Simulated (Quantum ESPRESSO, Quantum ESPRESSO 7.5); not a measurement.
**Rh(111) under a row of overlayers**

Which overlayers raise and which lower the work function of Rh(111), and does electronegativity predict it?

Method: plane-wave DFT, PBE, GBRV ultrasoft pseudopotentials, in Quantum ESPRESSO 7.5.

The experiments to compare with:

For Rh (clean (111) face), “Anisotropic work function of elemental crystals” (2019, arxiv:1902.07811) quotes earlier work: work function (clean (111) face) 5.46 eV.

Most raw output is cut from this account.

**1. Set-up**

The cell holds 5 atoms: 5 Rh. Its edges and angles: a = 2.687 Å, b = 2.687 Å, c = 24.776 Å, α = 90.0°, β = 90.0°, γ = 60.0°. It derives from Rh. Vacuum lies along c.

This is the clean slab. Each overlayer is one atom a surface cell, set on the fcc site and held there by symmetry.

This run has no spin polarisation although its electron count is odd. A spin-polarised state was not tried and may lie lower.

**2. Relaxation with pw.x, clean face, with nosym = False**

A first try, with the settings that serve most slabs.

The input, clean.relax.try.in:

```
&control
  prefix = 'clean.relax'
  outdir = './out'
  pseudo_dir = './pseudo'
  nstep = 40
  forc_conv_thr = 0.001
  calculation = 'relax'
/
&system
  ibrav = 0
  nat = 5
  ntyp = 1
  ecutwfc = 40
  ecutrho = 200
  occupations = 'smearing'
  smearing = 'mv'
  degauss = 0.02
/
&electrons
  conv_thr = 1e-07
  mixing_beta = 0.4
  electron_maxstep = 120
  mixing_mode = 'local-TF'
/
&ions
/
ATOMIC_SPECIES
  Rh  102.9055  rh_pbe_v1.4.uspp.F.UPF
CELL_PARAMETERS angstrom
  2.68700576850888 0.00000000000000 0.00000000000000
  1.34350288425444 2.32701525564402 0.00000000000000
  0.00000000000000 0.00000000000000 24.77572409168231
ATOMIC_POSITIONS crystal
  Rh  0.666666666700 0.666666666700 0.322896718191 0 0 0
  Rh  0.000000000000 0.000000000000 0.411448359095 0 0 0
  Rh  0.333333333300 0.333333333300 0.500000000000 0 0 0
  Rh  0.666666666700 0.666666666700 0.588551640905
  Rh  0.000000000000 0.000000000000 0.677103281809
K_POINTS automatic
  12 12 1 0 0 0
```

On the command line:

```
> OMP_NUM_THREADS=1 mpirun -n 4 pw.x -nk 4 -in clean.relax.try.in > clean.relax.try.out
```

The job ended after 41 s (4 MPI ranks of Arm Neoverse V1, shared host; peak memory 0.58 GiB).

This try failed: “checkallsym (1): some of the original symmetry operations not satisfied”.

The message: “checkallsym (1): some of the original symmetry operations not satisfied”. The slab starts symmetric, and holding atoms on one side alone breaks that symmetry at the first step; without symmetry the check falls away, at the price of more k points.

**3. Relaxation with pw.x, clean face**

The run is repeated without symmetry.

The upper layers and the overlayer are relaxed in a plain periodic cell; the small field of the images is left in for this step. Atoms flagged 0 0 0 are held.

clean.relax.in, as its differences from the input of step 2:

```diff
@@ -17,2 +17,3 @@
   degauss = 0.02
+  nosym = .true.
 /
```

On the command line:

```
> OMP_NUM_THREADS=1 mpirun -n 4 pw.x -nk 4 -in clean.relax.in > clean.relax.out
```

It took 14 min on 4 MPI ranks; peak memory 0.76 GiB.

Step by step:

```
step  energy less that of the first step (eV)  largest force (eV/Å)
   1                                   0.0000                0.2259
   2                                  -0.0009                0.1602
   3                                  -0.0015                0.0894
   4                                  -0.0019                0.0706
   5                                  -0.0021                0.0718
   6                                  -0.0022                0.0650
   7                                  -0.0024                0.0497
   8                                  -0.0025                0.0225
```

The atoms that moved most (Å):

```
atom     dx     dy     dz  length
 Rh4  0.000  0.000  0.026   0.026
 Rh5  0.000  0.000  0.014   0.014
```

The relaxed structure:

```xyz
5
Lattice="2.6870 0.0000 0.0000 1.3435 2.3270 0.0000 0.0000 0.0000 24.7757" Properties=species:S:1:pos:R:3
Rh    2.6870    1.5513    8.0000
Rh    0.0000    0.0000   10.1939
Rh    1.3435    0.7757   12.3879
Rh    2.6870    1.5513   14.6075
Rh    0.0000    0.0000   16.7899
```

 On the free atoms the largest force ends at 0.022 eV/Å.

This step gave:

| Quantity | Value |
| --- | --- |
| free energy | -11644.9286 eV |
| Fermi energy | 6.621 eV |

**4. Ground state, clean face**

The effective screening medium with bc1 puts vacuum on both sides and removes the images along the normal. The slab must sit about z = 0, symmetry is kept, and the .esm1 file holds the planar potential.

The input, clean.esm.in:

```
&control
  prefix = 'clean.esm'
  outdir = './out'
  pseudo_dir = './pseudo'
  calculation = 'scf'
  tprnfor = .true.
/
&system
  ibrav = 0
  nat = 5
  ntyp = 1
  ecutwfc = 40
  ecutrho = 200
  occupations = 'smearing'
  smearing = 'mv'
  degauss = 0.02
  assume_isolated = 'esm'
  esm_bc = 'bc1'
/
&electrons
  conv_thr = 1e-07
  mixing_beta = 0.4
  electron_maxstep = 120
  mixing_mode = 'local-TF'
/
ATOMIC_SPECIES
  Rh  102.9055  rh_pbe_v1.4.uspp.F.UPF
CELL_PARAMETERS angstrom
  2.68700576850888 0.00000000000000 0.00000000000000
  1.34350288425444 2.32701525564402 0.00000000000000
  0.00000000000000 0.00000000000000 24.77572409168231
ATOMIC_POSITIONS crystal
  Rh  0.666666666700 0.666666666700 -0.177389972950
  Rh  0.000000000000 0.000000000000 -0.088838332050
  Rh  0.333333333300 0.333333333300 -0.000286691150
  Rh  0.666666679300 0.666666665800 0.089301477550
  Rh  -0.000000065100 0.000000051000 0.177389972950
K_POINTS automatic
  12 12 1 0 0 0
```

On the command line:

```
> OMP_NUM_THREADS=1 mpirun -n 4 pw.x -nk 4 -in clean.esm.in > clean.esm.out
```

Wall time 99 s (4 MPI ranks); peak memory 0.59 GiB.

Read from the output:

```
free energy                                                    : -11644.9287 eV
Fermi energy                                                   : -5.169 eV
vacuum line at the lower end of the cell, over the Fermi level : 5.167 eV
vacuum line at the upper end of the cell, over the Fermi level : 5.172 eV
```

The potential energy, planar mean oscillates, so the rows of the table below give means over windows of 2.18 Å about each position, cut where the curve ends. Its maxima inside the range that stand out by 2 % of the span (Å: eV): -3.3: -0.604, -1.1: -0.873, 1.1: -0.639, 3.3: -0.704. Its minima: -4.4: -18.9, -2.2: -19.2, 0.0: -19.2, 2.2: -19.1, 4.4: -18.9.

Electrostatic potential energy of an electron; zero at the Fermi level. Potential energy, planar mean against z; means over each step:

```
 z (Å)  potential energy, planar mean (eV)
-11.30                                5.17
 -9.12                                5.17
 -6.94                                4.94
 -4.76                               -8.66
 -2.58                               -9.94
 -0.40                               -9.98
  1.78                               -9.88
  3.96                               -9.78
  6.14                                3.16
  8.32                                5.17
 10.50                                5.17
```

The vacuum levels are read from the outermost 0.7 Å of the cell on either side.

The run needed 31 iterations to bring the estimated error under 1e-07 Ry; the largest force on any atom, held or free, is 0.20 eV/Å.

Inside the slab this potential holds the local part of the pseudopotentials, which can be repulsive at the nuclei; only its value in the vacuum has a meaning of its own.

**5. Projections on atomic orbitals, clean face**

Projections on atomic orbitals tell which layers and orbitals hold the states near the zero of energy.

The input, clean.pdos.in:

```
&projwfc
  prefix = 'clean.esm'
  outdir = './out'
  filpdos = 'clean.pdos'
  Emin = -13.169
  Emax = -1.169
  DeltaE = 0.1
  ngauss = 0
  degauss = 0.01
/
```

On the command line:

```
> OMP_NUM_THREADS=1 mpirun -n 4 projwfc.x -in clean.pdos.in > clean.pdos.out
```

Elapsed: 1.4 s, on 4 MPI ranks; peak memory 0.09 GiB; 5.4 s of CPU time.

This step gave:

| Property | Result |
| --- | --- |
| spilling of the projection | 9.00e-4 |

Projected DOS an atom over height of the atomic layer and energy from the Fermi level. Columns are the atomic layers from the bottom up.

Ten even steps from '_' (0.00 states/eV) to '@' (2.31 states/eV), each cell a mean:
```
==++++++==
%%%%%%%%%%
%%++==++%%
##**==**##
%%++++++%%
##==%%==##
##++==++##
@@++++**@@
@@%%@@%%@@
##%%##%%##
++++**++++
++++**++++
==++==++==
**##==%%**
++%%##%%++
::%%%%##::
__==++--..
__....____
__________
__________
__________
__________
```
Columns: height of the atomic layer (Å) from -4.39 to 4.39; rows upwards: energy from the Fermi level (eV) from -8.00 to 0.900.

The atomic orbitals miss 0.1 % of the occupied states; for empty states the projections can miss much more.

**6. Relaxation with pw.x, C overlayer**

System of this step: Rh(111), 5 layers, one monolayer of C on fcc sites. The cell holds 6 atoms: 5 Rh and 1 C. Cell: a = 2.687 Å, b = 2.687 Å, c = 27.776 Å, α = 90.0°, β = 90.0°, γ = 60.0°. It derives from Rh. Vacuum lies along c.

The input, C.relax.in:

```
&control
  prefix = 'C.relax'
  outdir = './out'
  pseudo_dir = './pseudo'
  nstep = 40
  forc_conv_thr = 0.001
  calculation = 'relax'
/
&system
  ibrav = 0
  nat = 6
  ntyp = 2
  ecutwfc = 40
  ecutrho = 200
  occupations = 'smearing'
  smearing = 'mv'
  degauss = 0.02
/
&electrons
  conv_thr = 1e-07
  mixing_beta = 0.4
  electron_maxstep = 120
  mixing_mode = 'local-TF'
/
&ions
/
ATOMIC_SPECIES
  Rh  102.9055  rh_pbe_v1.4.uspp.F.UPF
  C   12.0110  c_pbe_v1.2.uspp.F.UPF
CELL_PARAMETERS angstrom
  2.68700576850888 0.00000000000000 0.00000000000000
  1.34350288425444 2.32701525564402 0.00000000000000
  0.00000000000000 0.00000000000000 27.77572409168231
ATOMIC_POSITIONS crystal
  Rh  0.666666666700 0.666666666700 0.298822092724 0 0 0
  Rh  0.000000000000 0.000000000000 0.377809449298 0 0 0
  Rh  0.333333333300 0.333333333300 0.456796805871 0 0 0
  Rh  0.666666666700 0.666666666700 0.535784162445
  Rh  0.000000000000 0.000000000000 0.614771519019
  C   0.333333333333 0.333333333333 0.669912429159
K_POINTS automatic
  12 12 1 0 0 0
```

On the command line:

```
> OMP_NUM_THREADS=1 mpirun -n 4 pw.x -nk 4 -in C.relax.in > C.relax.out
```

Wall time 10 min (4 MPI ranks); peak memory 0.66 GiB.

The steps of the relaxation:

```
step  energy less that of the first step (eV)  largest force (eV/Å)
   1                                   0.0000                3.3541
   2                                  -0.2894                2.3014
   3                                  -0.4867                1.1233
   4                                  -0.5402                0.3548
   5                                  -0.5440                0.2320
   6                                  -0.5453                0.1438
   7                                  -0.5463                0.0728
   8                                  -0.5468                0.0605
   9                                  -0.5469                0.0687
  10                                  -0.5471                0.0705
  11                                  -0.5475                0.0675
  12                                  -0.5479                0.0578
  13                                  -0.5483                0.0377
  14                                  -0.5485                0.0105
```

The atoms that moved most (Å):

```
atom     dx     dy      dz  length
 Rh5  0.000  0.000   0.245   0.245
  C6  0.000  0.000  -0.102   0.102
```

The relaxation lowers the energy by 91 meV an atom. On the free atoms the largest force ends at 0.011 eV/Å.

This step gave:

```
free energy  : -11798.9186 eV
Fermi energy : 5.804 eV
```

**7. Self-consistent run, C overlayer**

The input, C.esm.in:

```
&control
  prefix = 'C.esm'
  outdir = './out'
  pseudo_dir = './pseudo'
  calculation = 'scf'
  tprnfor = .true.
/
&system
  ibrav = 0
  nat = 6
  ntyp = 2
  ecutwfc = 40
  ecutrho = 200
  occupations = 'smearing'
  smearing = 'mv'
  degauss = 0.02
  assume_isolated = 'esm'
  esm_bc = 'bc1'
/
&electrons
  conv_thr = 1e-07
  mixing_beta = 0.4
  electron_maxstep = 120
  mixing_mode = 'local-TF'
/
ATOMIC_SPECIES
  Rh  102.9055  rh_pbe_v1.4.uspp.F.UPF
  C   12.0110  c_pbe_v1.2.uspp.F.UPF
CELL_PARAMETERS angstrom
  2.68700576850888 0.00000000000000 0.00000000000000
  1.34350288425444 2.32701525564402 0.00000000000000
  0.00000000000000 0.00000000000000 27.77572409168231
ATOMIC_POSITIONS crystal
  Rh  0.666666666700 0.666666666700 -0.183705336500
  Rh  0.000000000000 0.000000000000 -0.104717979900
  Rh  0.333333333300 0.333333333300 -0.025730623300
  Rh  0.666666666700 0.666666666700 0.053293231900
  Rh  0.000000000000 0.000000000000 0.141071336000
  C   0.333333333300 0.333333333300 0.183705336500
K_POINTS automatic
  12 12 1 0 0 0
```

On the command line:

```
> OMP_NUM_THREADS=1 mpirun -n 4 pw.x -nk 4 -in C.esm.in > C.esm.out
```

Wall time 2.5 min (4 MPI ranks); peak memory 0.66 GiB.

Read from the output:

- free energy: -11798.9181 eV
- Fermi energy: -5.524 eV
- vacuum line at the lower end of the cell, over the Fermi level: 5.164 eV
- vacuum line at the upper end of the cell, over the Fermi level: 5.884 eV

The potential energy, planar mean oscillates, so the rows of the table below give means over windows of 2.2 Å about each position, cut where the curve ends. Its maxima inside the range that stand out by 2 % of the span (Å: eV): -4.0: -0.665, -1.9: -0.884, 0.3: -0.762, 2.7: 0.764, 4.8: -11.5. Its minima: -5.1: -18.9, -2.9: -19.2, -0.7: -19.2, 1.5: -19.0, 3.9: -20.2, 5.0: -12.3.

Electrostatic potential energy of an electron; zero at the Fermi level. Potential energy, planar mean against z; means over each step:

```
 z (Å)  potential energy, planar mean (eV)
-12.79                                5.16
-10.59                                5.16
 -8.39                                5.13
 -6.19                               -2.72
 -3.99                               -9.86
 -1.79                               -10.0
  0.41                               -9.90
  2.61                               -7.79
  4.81                               -11.1
  7.01                                5.54
  9.21                                5.88
 11.41                                5.88
 13.61                                5.88
```

The covered face stands at 5.88 eV against 5.17 eV when clean.

Inside the slab this potential holds the local part of the pseudopotentials, which can be repulsive at the nuclei; only its value in the vacuum has a meaning of its own.

**8. Projected density of states, C overlayer**

The input, C.pdos.in:

```
&projwfc
  prefix = 'C.esm'
  outdir = './out'
  filpdos = 'C.pdos'
  Emin = -13.524
  Emax = -1.524
  DeltaE = 0.1
  ngauss = 0
  degauss = 0.01
/
```

On the command line:

```
> OMP_NUM_THREADS=1 mpirun -n 4 projwfc.x -in C.pdos.in > C.pdos.out
```

Run time: 1.5 s. Hardware: 4 MPI ranks; peak memory 0.1 GiB.

Read from the output:

| Item | Value |
| --- | --- |
| spilling of the projection | 0.0012 |

Projected DOS an atom over height of the atomic layer and energy from the Fermi level. Columns are the atomic layers from the bottom up.

Ten even steps from '0' (0.00 states/eV) to '9' (2.36 states/eV), each cell a mean:
```
111211
455422
888634
754722
855831
845532
756631
755640
966751
898830
567630
456540
455562
565592
676592
388661
156320
011010
000063
000042
000010
000000
```
Columns: height of the atomic layer (Å) from -5.10 to 5.10 (not evenly spaced); rows upwards: energy from the Fermi level (eV) from -8.00 to 1.30.

The atomic orbitals miss 0.1 % of the occupied states; for empty states the projections can miss much more.

**9. Relaxing the ions, N overlayer**

System of this step: Rh(111), 5 layers, one monolayer of N on fcc sites. The cell holds 6 atoms: 5 Rh and 1 N. Cell: a = 2.687 Å, b = 2.687 Å, c = 27.776 Å, α = 90.0°, β = 90.0°, γ = 60.0°. It derives from Rh. Vacuum lies along c.

The input, N.relax.in:

```
&control
  prefix = 'N.relax'
  outdir = './out'
  pseudo_dir = './pseudo'
  nstep = 40
  forc_conv_thr = 0.001
  calculation = 'relax'
/
&system
  ibrav = 0
  nat = 6
  ntyp = 2
  ecutwfc = 40
  ecutrho = 200
  occupations = 'smearing'
  smearing = 'mv'
  degauss = 0.02
/
&electrons
  conv_thr = 1e-07
  mixing_beta = 0.4
  electron_maxstep = 120
  mixing_mode = 'local-TF'
/
&ions
/
ATOMIC_SPECIES
  Rh  102.9055  rh_pbe_v1.4.uspp.F.UPF
  N   14.0070  n_pbe_v1.2.uspp.F.UPF
CELL_PARAMETERS angstrom
  2.68700576850888 0.00000000000000 0.00000000000000
  1.34350288425444 2.32701525564402 0.00000000000000
  0.00000000000000 0.00000000000000 27.77572409168231
ATOMIC_POSITIONS crystal
  Rh  0.666666666700 0.666666666700 0.298822092724 0 0 0
  Rh  0.000000000000 0.000000000000 0.377809449298 0 0 0
  Rh  0.333333333300 0.333333333300 0.456796805871 0 0 0
  Rh  0.666666666700 0.666666666700 0.535784162445
  Rh  0.000000000000 0.000000000000 0.614771519019
  N   0.333333333333 0.333333333333 0.667318551946
K_POINTS automatic
  12 12 1 0 0 0
```

On the command line:

```
> OMP_NUM_THREADS=1 mpirun -n 4 pw.x -nk 4 -in N.relax.in > N.relax.out
```

The job ended after 8.9 min (4 MPI ranks; peak memory 0.66 GiB).

Step by step:

```
step  energy less that of the first step (eV)  largest force (eV/Å)
   1                                   0.0000                4.4041
   2                                  -0.4689                1.8478
   3                                  -0.5382                0.3909
   4                                  -0.5420                0.1663
   5                                  -0.5428                0.1250
   6                                  -0.5441                0.1961
   7                                  -0.5456                0.2197
   8                                  -0.5477                0.2004
   9                                  -0.5496                0.1083
  10                                  -0.5500                0.0359
  11                                  -0.5500                0.0205
```

The atoms that moved most (Å):

```
atom     dx     dy      dz  length
 Rh5  0.000  0.000   0.209   0.209
  N6  0.000  0.000  -0.036   0.036
 Rh4  0.000  0.000   0.017   0.017
```

The relaxed structure:

```xyz
6
Lattice="2.6870 0.0000 0.0000 1.3435 2.3270 0.0000 0.0000 0.0000 27.7757" Properties=species:S:1:pos:R:3
Rh    2.6870    1.5513    8.3000
Rh    0.0000    0.0000   10.4939
Rh    1.3435    0.7757   12.6879
Rh    2.6870    1.5513   14.8990
Rh    0.0000    0.0000   17.2850
N     1.3435    0.7757   18.4997
```

The relaxation lowers the energy by 92 meV an atom. On the free atoms the largest force ends at 0.020 eV/Å.

Read from the output:

| Quantity | Value |
| --- | --- |
| free energy | -11917.8011 eV |
| Fermi energy | 5.274 eV |

**10. SCF with pw.x, N overlayer**

The input, N.esm.in:

```
&control
  prefix = 'N.esm'
  outdir = './out'
  pseudo_dir = './pseudo'
  calculation = 'scf'
  tprnfor = .true.
/
&system
  ibrav = 0
  nat = 6
  ntyp = 2
  ecutwfc = 40
  ecutrho = 200
  occupations = 'smearing'
  smearing = 'mv'
  degauss = 0.02
  assume_isolated = 'esm'
  esm_bc = 'bc1'
/
&electrons
  conv_thr = 1e-07
  mixing_beta = 0.4
  electron_maxstep = 120
  mixing_mode = 'local-TF'
/
ATOMIC_SPECIES
  Rh  102.9055  rh_pbe_v1.4.uspp.F.UPF
  N   14.0070  n_pbe_v1.2.uspp.F.UPF
CELL_PARAMETERS angstrom
  2.68700576850888 0.00000000000000 0.00000000000000
  1.34350288425444 2.32701525564402 0.00000000000000
  0.00000000000000 0.00000000000000 27.77572409168231
ATOMIC_POSITIONS crystal
  Rh  0.666666666700 0.666666666700 -0.183608592050
  Rh  0.000000000000 0.000000000000 -0.104621235450
  Rh  0.333333333300 0.333333333300 -0.025633878850
  Rh  0.666666666700 0.666666666700 0.053974381750
  Rh  0.000000000000 0.000000000000 0.139874483750
  N   0.333333333300 0.333333333300 0.183608592050
K_POINTS automatic
  12 12 1 0 0 0
```

On the command line:

```
> OMP_NUM_THREADS=1 mpirun -n 4 pw.x -nk 4 -in N.esm.in > N.esm.out
```

Elapsed: 3.5 min, on 4 MPI ranks; peak memory 0.66 GiB.

This step gave:

```
free energy                                                    : -11917.7953 eV
Fermi energy                                                   : -6.324 eV
vacuum line at the lower end of the cell, over the Fermi level : 5.183 eV
vacuum line at the upper end of the cell, over the Fermi level : 7.466 eV
```

The potential energy, planar mean oscillates, so the rows of the table below give means over windows of 2.2 Å about each position, cut where the curve ends. Its maxima inside the range that stand out by 2 % of the span (Å: eV): -4.0: -0.655, -1.9: -0.875, 0.3: -0.630, 2.7: 0.595, 4.6: -9.77. Its minima: -5.1: -18.9, -2.9: -19.2, -0.7: -19.2, 1.5: -19.0, 3.9: -19.9, 5.0: -12.1.

Electrostatic potential energy of an electron; zero at the Fermi level. Potential energy, planar mean against z; means over each step:

```
 z (Å)  potential energy, planar mean (eV)
-12.79                                5.18
-10.59                                5.18
 -8.39                                5.15
 -6.19                               -2.67
 -3.99                               -9.85
 -1.79                               -10.0
  0.41                               -9.72
  2.61                               -8.22
  4.81                               -9.90
  7.01                                7.21
  9.21                                7.47
 11.41                                7.47
 13.61                                7.47
```

The covered face stands at 7.47 eV against 5.17 eV when clean.

Inside the slab this potential holds the local part of the pseudopotentials, which can be repulsive at the nuclei; only its value in the vacuum has a meaning of its own.

[end of part 1 of 2]

[Logs are printed without paths, hosts, clocks, repeated set-up lines and the standing remarks that a program may print on its own settings, such as how far it seeks lower states.]

[Hosts, paths, dates, database ids (printed as entryN), source tags and the programs' standing remarks are cut or masked in the printed files.]

[Maps of the electrostatic potential energy from Ansatz leave out the sawtooth potential of an applied field or a dipole correction, so their vacuum need not be flat; planar profiles and work functions include it.]
